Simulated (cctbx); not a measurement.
## Hf2TiFe3 with cctbx, script by script

Library: cctbx 2025.11. The data are simulated by the first script.

## 1. Simulate the data

run.py:

```python
from cctbx import adptbx, crystal, miller, sgtbx, xray
from cctbx.array_family import flex
from iotbx.shelx import hklf
from scitbx import matrix
import scitbx.random

cs = crystal.symmetry(unit_cell=(5.018, 5.018, 8.157, 90, 90, 120), space_group_symbol='Hall: -P 6c 2c')  # P6_3/mmc
atoms = [  # label, site, U (iso, or U11 U22 U33 U12 U13 U23 in A^2), occupancy
    ("Hf1", (1/3, 2/3, 0.0669), 0.0036, 0.9),
    ("Fe1", (1/3, 2/3, 0.0669), 0.0036, 0.1),
    ("Fe2", (0.6597, 0.82985, 0.75), 0.0042, 0.9333),
    ("Hf2", (0.6597, 0.82985, 0.75), 0.0042, 0.0667),
    ("Ti1", (0, 0, 0), 0.0062, 1),
]
xs = xray.structure(crystal_symmetry=cs)
for label, site, u, occ in atoms:
    u = adptbx.u_cif_as_u_star(cs.unit_cell(), u) if isinstance(u, tuple) else u
    xs.add_scatterer(xray.scatterer(label, site=site, u=u, occupancy=occ))
xs.set_inelastic_form_factors(0.71073, "sasaki")
xs.show_summary()
p1 = xs.expand_to_p1()
ms = miller.build_set(p1, anomalous_flag=True, d_min=0.77)
flex.set_random_seed(605600)
scitbx.random.set_random_seed(605600)
ms = ms.select(flex.random_double(ms.size()) < 0.8)
i = ms.structure_factors_from_scatterers(p1, algorithm="direct").f_calc().as_intensity_array().data()
i = i * 40000 / flex.max(i)
sig = flex.sqrt(i + flex.pow2(0.02 * i) + 8 ** 2)
noise = scitbx.random.variate(scitbx.random.normal_distribution())(i.size())
data = ms.array(data=i + sig * noise, sigmas=sig).set_observation_type_xray_intensity()
with open("data.hkl", "w") as f:
    data.export_as_shelx_hklf(f)
print("reflections written:", data.size(), " <I/sigma> = %.1f" % flex.mean(data.data() / data.sigmas()))
for h, a, b in list(data.sort("data"))[:12]:
    print("%4d%4d%4d %9.1f %7.1f" % (h + (a, b)))
```

```console
$ python run.py
```

```text
Number of scatterers: 5
At special positions: 5
Unit cell: (5.018, 5.018, 8.157, 90, 90, 120)
Space group: P 63/m m c (No. 194)
reflections written: 1311  <I/sigma> = 25.7
  -2  -2   0   41374.0   824.7
  -2   4   0   41087.9   824.7
  -4   2   0   40756.7   824.7
   2   2   0   40657.2   824.7
   4  -2   0   39790.1   824.7
   2  -4   0   38880.8   824.7
   0   1   3   25141.3   511.0
   0  -1   3   25027.6   511.0
   0  -1  -3   24798.5   511.0
   0   0   6   24781.9   515.6
   0   0  -6   24715.0   515.6
   0   1  -3   24699.3   511.0
```

Run time: 0.34 s on 1 thread of Arm Neoverse N1, on a shared host, peak memory 0.07 GiB.

## 2. Refinement

run.py:

```python
import math
from cctbx import adptbx, crystal, maptbx, sgtbx, xray
from cctbx.array_family import flex
from cctbx.xray import observations
from iotbx.shelx import hklf
from scitbx.lstbx import normal_eqns_solving
from smtbx import absolute_structure, utils
from smtbx.refinement import constraints, least_squares

cs = crystal.symmetry(unit_cell=(5.018, 5.018, 8.157, 90, 90, 120), space_group_symbol='Hall: -P 6c 2c')  # P6_3/mmc
atoms = [  # label, site, U (iso, or U11 U22 U33 U12 U13 U23 in A^2), occupancy
    ("Hf1", (1/3, 2/3, 0.0669), 0.0200, 1),
    ("Fe2", (0.6597, 0.82985, 0.75), 0.0200, 1),
    ("Ti1", (0, 0, 0), 0.0200, 1),
]
xs = xray.structure(crystal_symmetry=cs)
for label, site, u, occ in atoms:
    u = adptbx.u_cif_as_u_star(cs.unit_cell(), u) if isinstance(u, tuple) else u
    xs.add_scatterer(xray.scatterer(label, site=site, u=u, occupancy=occ))
xs.set_inelastic_form_factors(0.71073, "sasaki")
xs.convert_to_anisotropic()
raw = hklf.reader(file_name="data.hkl").as_miller_arrays(crystal_symmetry=cs, anomalous=True)[0]
merged = raw.eliminate_sys_absent().merge_equivalents()
fo2 = merged.array().set_observation_type_xray_intensity()
print("Rint %.3f, %d unique reflections to %.2f A" % (merged.r_int(), fo2.size(), fo2.d_min()))
for sc in xs.scatterers():
    sc.flags.set_grad_site(True)
    sc.flags.set_grad_u_aniso(sc.flags.use_u_aniso())
    sc.flags.set_grad_u_iso(sc.flags.use_u_iso())
obs = fo2.as_xray_observations()
extra = {}
rep = constraints.reparametrisation(xs, [], utils.connectivity_table(xs), **extra)
ls = least_squares.crystallographic_ls(obs, rep, weighting_scheme=least_squares.mainstream_shelx_weighting(a=0, b=0))
print("cycle     R1     wR2    GooF  max shift (A)")
for cycle in range(12):
    ls.build_up()
    r1, wr2, goof = ls.r1_factor(cutoff_factor=2)[0], ls.wR2(), ls.goof()
    old = xs.sites_cart()
    normal_eqns_solving.levenberg_marquardt_iterations(ls, n_max_iterations=3, tau=1e-06, step_threshold=1e-7)
    big = flex.max((xs.sites_cart() - old).norms())
    print("%4d %7.4f %7.4f %7.3f %9.5f" % (cycle + 1, r1, wr2, goof, big))
    ls.build_up(objective_only=True)
    if abs(ls.wR2() - wr2) < 5e-5 and big < 5e-4:
        break
ls.build_up()
print("final R1 %.4f wR2 %.4f GooF %.3f  parameters %d  data/parameter %.1f" % (ls.r1_factor(cutoff_factor=2)[0], ls.wR2(), ls.goof(), ls.n_parameters, fo2.size() / ls.n_parameters))
cov = ls.covariance_matrix_and_annotations()
su = dict(zip(cov.annotations, (math.sqrt(max(v, 0)) for v in cov.matrix.matrix_packed_u_diagonal())))
a2 = cs.unit_cell().reciprocal_parameters()[0] ** -2
print("atom        x        y        z      Ueq    occ   su(xyz)  su(Uiso or U11)")
for sc in xs.scatterers():
    s = max(su.get(sc.label + k, 0) for k in (".x", ".y", ".z"))
    npd = "" if sc.is_positive_definite_u(cs.unit_cell()) else "  NPD"
    print("%-5s %8.5f %8.5f %8.5f %8.4f %6.3f %8.5f %7.4f%s" % ((sc.label,) + sc.site + (sc.u_iso_or_equiv(cs.unit_cell()), sc.occupancy, s, su.get(sc.label + ".uiso", su.get(sc.label + ".u11", 0) * a2), npd)))
fo = fo2.f_sq_as_f()
fc = fo.structure_factors_from_scatterers(xs, algorithm="direct").f_calc()
diff = fo.f_obs_minus_f_calc(1 / math.sqrt(ls.scale_factor()), fc).average_bijvoet_mates()
m = diff.fft_map(symmetry_flags=maptbx.use_space_group_symmetry, resolution_factor=0.25).apply_volume_scaling()
print("difference map: max %.2f min %.2f rms %.2f" % (m.statistics().max(), m.statistics().min(), m.statistics().sigma()))
peaks = m.peak_search(parameters=maptbx.peak_search_parameters(min_distance_sym_equiv=0.6, max_clusters=6)).all()
near = xs.closest_distances(peaks.sites(), distance_cutoff=4)
sps = cs.special_position_settings(min_distance_sym_equiv=0.5)
for k, (x, h) in enumerate(zip(peaks.sites(), peaks.heights())):
    ss = sps.site_symmetry(x)
    print("Q%-3d %7.4f %7.4f %7.4f %4d %7.2f  %.2f A from %s" % ((k + 1,) + tuple(t % 1 for t in ss.exact_site()) + (ss.multiplicity(), h, near.smallest_distances[k], xs.scatterers()[near.i_seqs[k]].label)))
```

```console
$ python run.py
```

```text
Rint 0.019, 101 unique reflections to 0.77 A
cycle     R1     wR2    GooF  max shift (A)
   1  0.1523  0.3492  37.492   0.00178
   2  0.0382  0.0919   9.863   0.00000
final R1 0.0382 wR2 0.0919 GooF 9.863  parameters 9  data/parameter 11.2
atom        x        y        z      Ueq    occ   su(xyz)  su(Uiso or U11)
Hf1    0.33333  0.66667  0.06686   0.0034  1.000  0.00014  0.0006
Fe2    0.65929  0.82965  0.75000  -0.0059  1.000  0.00061  0.0012  NPD
Ti1    0.00000  0.00000  0.00000   0.0037  1.000  0.00000  0.0019
difference map: max 5.78 min -1.05 rms 0.84
Q1    0.1610  0.3219  0.7500    6    5.80  0.08 A from Fe2
Q2    0.0000  0.0000  0.0000    2    1.74  0.00 A from Ti1
Q3    0.3333  0.6667  0.0602    4    1.67  0.05 A from Hf1
Q4    0.3333  0.6667  0.7500    2    0.99  1.42 A from Fe2
Q5    0.0000  0.0000  0.1920    4    0.87  1.55 A from Fe2
Q6    0.9908  0.4954  0.1911   12    0.75  1.49 A from Fe2
```

Time: 0.47 s.

This run holds a fault made on purpose: disorder ignored: each site full, of its main element.

## 3. Refinement (occupancies of the disordered sites free, main element alone)

run.py, as its changes from the last script of this kind:

```diff
@@ -12,3 +12,3 @@
-    ("Hf1", (1/3, 2/3, 0.0669), 0.0200, 1),
-    ("Fe2", (0.6597, 0.82985, 0.75), 0.0200, 1),
-    ("Ti1", (0, 0, 0), 0.0200, 1),
+    ("Hf1", (1/3, 2/3, 0.06686), 0.0120, 1),
+    ("Fe2", (0.65929, 0.82965, 0.75), 0.0120, 1),
+    ("Ti1", (0, 0, 0), 0.0120, 1),
@@ -29,0 +30 @@
+    sc.flags.set_grad_occupancy(sc.label in ('Hf1', 'Fe2'))
@@ -35 +36 @@
-for cycle in range(12):
+for cycle in range(20):
@@ -54,0 +56,2 @@
+print("su of occupancy Hf1: %.3f" % su["Hf1.occ"])
+print("su of occupancy Fe2: %.3f" % su["Fe2.occ"])
```

```console
$ python run.py
```

```text
Rint 0.019, 101 unique reflections to 0.77 A
cycle     R1     wR2    GooF  max shift (A)
   1  0.1044  0.2492  27.053   0.00109
   2  0.0064  0.0143   1.556   0.00008
   3  0.0052  0.0123   1.334   0.00002
   4  0.0050  0.0118   1.276   0.00001
   5  0.0049  0.0114   1.237   0.00001
   6  0.0049  0.0112   1.212   0.00001
   7  0.0048  0.0110   1.196   0.00001
   8  0.0048  0.0109   1.185   0.00001
   9  0.0048  0.0109   1.178   0.00000
final R1 0.0048 wR2 0.0108 GooF 1.173  parameters 11  data/parameter 9.2
atom        x        y        z      Ueq    occ   su(xyz)  su(Uiso or U11)
Hf1    0.33333  0.66667  0.06689   0.0038  0.934  0.00002  0.0001
Fe2    0.65958  0.82979  0.75000   0.0026  1.129  0.00007  0.0002
Ti1    0.00000  0.00000  0.00000   0.0064  1.000  0.00000  0.0003
su of occupancy Hf1: 0.005
su of occupancy Fe2: 0.007
difference map: max 0.47 min -0.29 rms 0.09
Q1    0.0000  0.0000  0.1821    4    0.48  1.49 A from Ti1
Q2    0.2809  0.5618  0.2500    6    0.46  1.56 A from Hf1
Q3    0.3333  0.6667  0.7500    2    0.33  1.42 A from Fe2
Q4    0.9936  0.4968  0.1789   12    0.26  1.53 A from Fe2
Q5    0.0856  0.3308  0.5506   24    0.24  1.55 A from Ti1
Q6    0.1453  0.5726  0.0422   12    0.23  0.84 A from Hf1
```

Run time: 0.78 s on 1 thread of Arm Neoverse N1, on a shared host, peak memory 0.09 GiB.

[Logs are printed without paths, hosts, clocks, repeated set-up lines and the standing remarks that a program may print on its own settings, such as how far it seeks lower states.]
